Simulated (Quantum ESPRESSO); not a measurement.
**Lithium (Im-3m): from the cell to the phonon bands**

How does Lithium (Im-3m) vibrate, and is this structure a minimum?

Main program and level: Quantum ESPRESSO 7.5; DFT LDA, scalar-relativistic, plane waves, PseudoDojo norm-conserving pseudopotentials.

Report form: the programs' logs are mostly left out.

## Step 1: Starting point

Symmetry: Im-3m, No. 229, cubic system. The conventional cell has a = 3.509 Å, b = 3.509 Å, c = 3.509 Å, α = 90.00°, β = 90.00°, γ = 90.00°. Li has 8 Li at 3.04 Å nearest.

Structure file:

```cif
data_structure
_symmetry_space_group_name_H-M 'P 1'
_symmetry_Int_Tables_number 1
_cell_length_a 3.0391
_cell_length_b 3.0391
_cell_length_c 3.0391
_cell_angle_alpha 70.529
_cell_angle_beta 109.471
_cell_angle_gamma 70.529
_cell_volume 21.61
loop_
_atom_site_label
_atom_site_type_symbol
_atom_site_fract_x
_atom_site_fract_y
_atom_site_fract_z
_atom_site_occupancy
Li1 Li 0.00000 0.00000 0.00000 1
```

## Step 2: A probe with smearing

Before anything dear is run, a loose run with smearing shows whether this is a metal and how far the cell is from rest.

Contents of probe.in:

```
&CONTROL
  calculation = 'scf'
  prefix      = 'x'
  outdir      = './tmp'
  pseudo_dir  = './pseudo'
  tprnfor     = .true.
  tstress     = .true.
  verbosity   = 'high'
/
&SYSTEM
  ibrav       = 0
  nat         = 1
  ntyp        = 1
  ecutwfc     = 81.0
  occupations = 'smearing'
  smearing    = 'gaussian'
  degauss     = 0.01
/
&ELECTRONS
  conv_thr         = 1.0d-07
  mixing_beta      = 0.7
  electron_maxstep = 100
/
ATOMIC_SPECIES
 Li      6.9400  Li.upf
CELL_PARAMETERS angstrom
     1.754650000    1.754650000    1.754650000
    -1.754650000    1.754650000    1.754650000
    -1.754650000   -1.754650000    1.754650000
ATOMIC_POSITIONS crystal
 Li     0.000000000   0.000000000   0.000000000
K_POINTS automatic
 8 8 8 0 0 0
```

The run is started by

```sh
OMP_NUM_THREADS=1 mpirun -n 4 pw.x -nk 4 -in probe.in > probe.out
```

The job ended after 1.6 s (4 MPI ranks of Arm Neoverse V1, shared host; 6.1 s of CPU time).

Numbers from this step:

```
volume per atom   : 21.61 Å³
pressure          : -1.512 GPa
gap on the k-mesh : 0 eV
```

No gap opens on this mesh, so smearing is kept; the start stands at -1.5 GPa.

## Step 3: Relaxation

The relaxation runs at a cutoff a fifth above that of the response, since stress converges more slowly with the basis than frequencies do. Forces and stress are brought to rest with tight thresholds.

Contents of relax.in:

```
&CONTROL
  calculation   = 'vc-relax'
  prefix        = 'x'
  outdir        = './tmp'
  pseudo_dir    = './pseudo'
  tprnfor       = .true.
  tstress       = .true.
  forc_conv_thr = 2.0d-05
  etot_conv_thr = 1.0d-07
  nstep         = 40
/
&SYSTEM
  ibrav       = 0
  nat         = 1
  ntyp        = 1
  ecutwfc     = 97
  occupations = 'smearing'
  smearing    = 'mv'
  degauss     = 0.02
/
&ELECTRONS
  conv_thr         = 1.0d-11
  mixing_beta      = 0.7
  electron_maxstep = 100
/
&IONS
/
&CELL
  press_conv_thr = 0.2
/
ATOMIC_SPECIES
 Li      6.9400  Li.upf
CELL_PARAMETERS angstrom
     1.754650000    1.754650000    1.754650000
    -1.754650000    1.754650000    1.754650000
    -1.754650000   -1.754650000    1.754650000
ATOMIC_POSITIONS crystal
 Li     0.000000000   0.000000000   0.000000000
K_POINTS automatic
 14 14 14 0 0 0
```

The run is started by

```sh
OMP_NUM_THREADS=1 mpirun -n 4 pw.x -nk 4 -in relax.in > relax.out
```

Wall time 27 s (4 MPI ranks); 1.8 min of CPU time.

Relaxation path:

| step | energy less that of the first step (eV) | largest force (eV/Å) | pressure (GPa) | volume (Å³) |
| --- | --- | --- | --- | --- |
| 1 | 0.0000 | 0.0000 | -1.54 | 21.61 |
| 2 | -0.0016 | 0.0000 | -1.46 | 21.44 |
| 3 | -0.0038 | 0.0000 | -1.34 | 21.19 |
| 4 | -0.0067 | 0.0000 | -1.15 | 20.81 |
| 5 | -0.0102 | 0.0000 | -0.84 | 20.26 |
| 6 | -0.0131 | 0.0000 | -0.30 | 19.45 |
| 7 | -0.0135 | 0.0000 | 0.02 | 19.01 |
| 8 | -0.0135 | 0.0000 | 0.00 | 19.05 |
| 9 | -0.0135 | 0.0000 | 0.00 | 19.05 |
| 10 | -0.0135 | 0.0000 | 0.00 | 19.05 |

| conventional cell, symmetrised | before | after | change |
| --- | --- | --- | --- |
| a (Å) | 3.509 | 3.365 | -4.1 % |
| b (Å) | 3.509 | 3.365 | -4.1 % |
| c (Å) | 3.509 | 3.365 | -4.1 % |
| volume (Å³/atom) | 21.61 | 19.05 | -11.9 % |

The relaxed structure:

```xyz
1
Lattice="1.6823 1.6823 1.6823 -1.6823 1.6823 1.6823 -1.6823 -1.6823 1.6823" Properties=species:S:1:pos:R:3 pbc="T T T"
Li    0.0000    0.0000    0.0000
```

The last row of the table of steps is pw.x's closing run on a basis chosen anew for the final cell, so its energy can jump.

This step gave:

- volume per atom: 19.05 Å³
- pressure: -0.001 GPa

The volume changes by -11.9 % from the cell with which this run began.

## Step 4: Self-consistent run for the response

The response is built on this ground state, so it is converged far tighter than an energy would need. Smearing stays on, as the first look found no gap above 0.3 eV.

Contents of scf.in:

```
&CONTROL
  calculation = 'scf'
  prefix      = 'x'
  outdir      = './tmp'
  pseudo_dir  = './pseudo'
  tprnfor     = .true.
  tstress     = .true.
/
&SYSTEM
  ibrav       = 0
  nat         = 1
  ntyp        = 1
  ecutwfc     = 81.0
  occupations = 'smearing'
  smearing    = 'mv'
  degauss     = 0.02
/
&ELECTRONS
  conv_thr         = 1.0d-12
  mixing_beta      = 0.7
  electron_maxstep = 100
/
ATOMIC_SPECIES
 Li      6.9400  Li.upf
CELL_PARAMETERS angstrom
     1.682330634    1.682330634    1.682330634
    -1.682330634    1.682330634    1.682330634
    -1.682330634   -1.682330634    1.682330634
ATOMIC_POSITIONS crystal
 Li     0.000000000   0.000000000   0.000000000
K_POINTS automatic
 16 16 16 0 0 0
```

The run is started by

```sh
OMP_NUM_THREADS=1 mpirun -n 4 pw.x -nk 4 -in scf.in > scf.out
```

The job ended after 3.4 s (4 MPI ranks; 13 s of CPU time).

This step gave:

```
pressure : -0.015 GPa
```

The cell stands at -0.015 GPa, close enough for phonons.

## Step 5: Linear response on the mesh

Linear response treats each wavevector in the unit cell, with no supercell; the 4×4×4 mesh fixes the range of the force constants to be had.

Contents of ph.in:

```
phonons
&INPUTPH
  prefix       = 'x'
  outdir       = './tmp'
  fildyn       = 'x.dyn'
  tr2_ph       = 1.0d-18
  alpha_mix(1) = 0.4
  nmix_ph      = 8
  ldisp        = .true.
  nq1          = 4
  nq2          = 4
  nq3          = 4
/
```

The run is started by

```sh
OMP_NUM_THREADS=1 mpirun -n 4 ph.x -nk 4 -in ph.in > ph.out
```

Elapsed: 8 min, on 4 MPI ranks; 32 min of CPU time.

This step gave:

```
largest acoustic frequency at the zone centre before the sum rule  : 4.38 cm⁻¹
lowest mode on the q mesh (acoustic ones at the zone centre apart) : 32.94 cm⁻¹
```

Frequencies (cm⁻¹) at each irreducible wavevector; negative means imaginary. Frequencies by wavevector:

| q (fractions) | star | mode 1 | mode 2 | mode 3 |
| --- | --- | --- | --- | --- |
| 0 0 0 | 1 | 4.38 | 4.38 | 4.38 |
| 0 0 0.25 | 12 | 32.94 | 135.7 | 234.3 |
| 0 0 -0.5 | 6 | 50.41 | 190.5 | 335.6 |
| 0 0.25 -0.5 | 24 | 127.3 | 258.9 | 310 |
| 0.25 0.25 0.25 | 6 | 225 | 231 | 231 |
| 0.25 0.25 -0.5 | 12 | 224.4 | 291.3 | 326.2 |
| 0.25 -0.25 0.25 | 2 | 274.2 | 274.2 | 274.2 |
| -0.5 -0.5 -0.5 | 1 | 343.5 | 343.5 | 343.5 |

The acoustic modes at Γ come out as far as 4.4 cm⁻¹ from zero, where they should vanish, a small numerical error.

## Step 6: Force constants in real space

The dynamical matrices of the mesh are Fourier-transformed to force constants in real space.

Contents of q2r.in:

```
&INPUT
  fildyn = 'x.dyn'
  zasr   = 'simple'
  flfrc  = 'x.fc'
/
```

The run is started by

```sh
q2r.x < q2r.in > q2r.out
```

It took 0.46 s on 1 thread.

## Step 7: Dispersion

From the force constants any wavevector is cheap; points of the mesh come back as solved, but for the sum rule and, in polar crystals, the LO-TO term at Γ; the rest is interpolation.

Contents of matdyn.in:

```
&INPUT
  asr              = 'simple'
  flfrc            = 'x.fc'
  flfrq            = 'x.freq'
  flvec            = 'x.modes'
  q_in_band_form   = .true.
  q_in_cryst_coord = .true.
/
8
  0.0000000   0.0000000   0.0000000  12  ! GAMMA
  0.5000000   0.5000000  -0.5000000  12  ! H
  0.5000000  -0.0000000  -0.5000000  12  ! N
  0.0000000   0.0000000   0.0000000  12  ! GAMMA
  0.7500000   0.2500000  -0.2500000  12  ! P
  0.5000000   0.5000000  -0.5000000   1  ! H
  0.7500000   0.2500000  -0.2500000  12  ! P
  0.5000000  -0.0000000  -0.5000000   1  ! N
```

The run is started by

```sh
matdyn.x -in matdyn.in > matdyn.out
```

The job ended after 0.46 s (1 thread).

Read from the output:

```
lowest frequency on the path : -13.21 cm⁻¹
```

Matdyn.x, sum rule simple. The phonon branches at the labelled points (cm⁻¹):

| point | branch 1 | branch 2 | branch 3 |
| --- | --- | --- | --- |
| Γ | 0 | 0 | 0 |
| halfway | 225 | 231 | 231 |
| H | 344 | 344 | 344 |
| halfway | 224 | 291 | 326 |
| N | 50 | 190 | 336 |
| halfway | 33 | 136 | 234 |
| Γ | 0 | 0 | 0 |
| halfway | 148 | 148 | 262 |
| P | 274 | 274 | 274 |
| halfway | 167 | 316 | 316 |
| H | 344 | 344 | 344 |
| jump to P | 274 | 274 | 274 |
| halfway | 168 | 243 | 328 |
| N | 50 | 190 | 336 |

Lowest modes at the softest wavevector of the mesh; phase exp(i q.(R + tau)). Modes at q = (0.000, 0.000, 0.250):

| mode | frequency (cm⁻¹) |
| --- | --- |
| 1 | 32.9 |
| 2 | 135.7 |
| 3 | 234.3 |

Displacements in mode 1 (32.9 cm⁻¹), the largest set to 1, in the home cell:
```
Li1 0.00 1.00 1.00
```

Displacements in mode 3 (234.3 cm⁻¹), the largest set to 1, in the home cell:
```
Li1  0.00  1.00 -1.00
```

Force constants by pair (phonopy on the run's constants); pairs near half the supercell's span include their periodic images. Pair force constants, by row:

| atom | neighbour | distance (Å) | third of the trace (eV/Å²) | along the pair's line (eV/Å²) |
| --- | --- | --- | --- | --- |
| Li1 | itself | 0 | 1.429 | – |
| Li1 | Li | 2.914 | -0.1804 | -0.5348 |
| Li1 | Li | 3.365 | -0.034 | -0.0602 |
| Li1 | Li | 4.758 | 0.0249 | 0.0641 |
| Li1 | Li | 5.58 | -0.0026 | -0.0146 |
| Li1 | Li | 5.828 | -0.0176 | -0.0635 |
| Li1 | Li | 6.729 | -0.0054 | -0.0056 |

Mode patterns, pair constants, displacements and means over the zone were worked out by phonopy from the force constants of q2r.x.

The path dips to 13i cm⁻¹ between the solved wavevectors, whose modes are all real, so the dip may come from the interpolation.

## Step 8: Sums over the zone

Sums over the zone need many more wavevectors than were solved, so the interpolation is sampled on a dense mesh.

Contents of matdyn.in:

```
&INPUT
  asr    = 'simple'
  flfrc  = 'x.fc'
  dos    = .true.
  fldos  = 'x.dos'
  nk1    = 19
  nk2    = 19
  nk3    = 19
  deltaE = 1.0
/
```

The run is started by

```sh
matdyn.x -in matdyn.in > matdyn.out
```

Run time: 2.1 s. Hardware: 1 thread.

This step gave:

- share of modes beyond 3i cm⁻¹ on the dense interpolated mesh: 2.00e-4

Tetrahedra. Phonon density of states against wavenumber; read off at these points:

| wavenumber (cm⁻¹) | phonon density of states (1/cm⁻¹/cell) |
| --- | --- |
| -10.0 | 2.5e-5 |
| 0.0 | 1.6e-4 |
| 10.0 | 2.6e-4 |
| 20.0 | 4.0e-4 |
| 30.0 | 7.9e-4 |
| 40.0 | 0.00134 |
| 50.0 | 0.00201 |
| 60.0 | 0.00321 |
| 70.0 | 0.00483 |
| 80.0 | 0.00525 |
| 90.0 | 0.00617 |
| 100.0 | 0.00694 |
| 110.0 | 0.00792 |
| 120.0 | 0.00921 |
| 130.0 | 0.0107 |
| 134.5 | 0.0113 |
| 140.0 | 0.00984 |
| 150.0 | 0.00877 |
| 160.0 | 0.00802 |
| 170.0 | 0.00783 |
| 180.0 | 0.00818 |
| 190.0 | 0.00904 |
| 200.0 | 0.0101 |
| 210.0 | 0.0101 |
| 220.0 | 0.0100 |
| 230.0 | 0.0103 |
| 240.0 | 0.0104 |
| 250.0 | 0.0106 |
| 260.0 | 0.0109 |
| 270.0 | 0.0115 |
| 280.0 | 0.0114 |
| 290.0 | 0.0117 |
| 300.0 | 0.0132 |
| 310.0 | 0.0182 |
| 320.0 | 0.0317 |
| 322.5 | 0.0341 |
| 330.0 | 0.0177 |
| 340.0 | 0.00134 |

## Step 9: The dispersion under another sum rule (asr crystal)

The sum rule corrects the force constants themselves, so it can shift branches at any wavevector, low ones most.

Contents of matdyn.in:

```
&INPUT
  asr              = 'crystal'
  flfrc            = 'x.fc'
  flfrq            = 'x.freq'
  flvec            = 'x.modes'
  q_in_band_form   = .true.
  q_in_cryst_coord = .true.
/
8
  0.0000000   0.0000000   0.0000000   8  ! GAMMA
  0.5000000   0.5000000  -0.5000000   8  ! H
  0.5000000  -0.0000000  -0.5000000   8  ! N
  0.0000000   0.0000000   0.0000000   8  ! GAMMA
  0.7500000   0.2500000  -0.2500000   8  ! P
  0.5000000   0.5000000  -0.5000000   1  ! H
  0.7500000   0.2500000  -0.2500000   8  ! P
  0.5000000  -0.0000000  -0.5000000   1  ! N
```

The run is started by

```sh
matdyn.x -in matdyn.in > matdyn.out
```

The job ended after 0.46 s (1 thread).

Numbers from this step:

```
lowest frequency on the path : -12.90 cm⁻¹
```

At the labelled points the branches move by no more than 0.3 cm⁻¹.

## Step 10: What came out

```yaml
space_group_after_relaxation: Im-3m
volume_per_atom: 19.0 Å³
q_mesh: 4×4×4
lowest_mode_on_the_q_mesh_acoustic_ones_at_the_zone_centre_apart: 32.9 cm⁻¹
imaginary_modes_on_the_q_mesh: none
```

**Reading.** Lithium (Im-3m) is dynamically stable on the 4×4×4 mesh; its spectrum reaches 344 cm⁻¹. The imaginary part of the path lies between the solved wavevectors, so it may come from the interpolation. These are harmonic frequencies at zero temperature: anharmonic shifts and linewidths and thermal expansion are left out. In a metal the frequencies hang on the k mesh and the smearing, most of all near Kohn anomalies.

[Host names and launcher messages were left out of these logs when they were recorded.]

[Logs are printed without paths, hosts, clocks, repeated set-up lines and the standing remarks that a program may print on its own settings, such as how far it seeks lower states.]

[Hosts, paths, dates, database ids (printed as entryN), source tags and the programs' standing remarks are cut or masked in the printed files.]
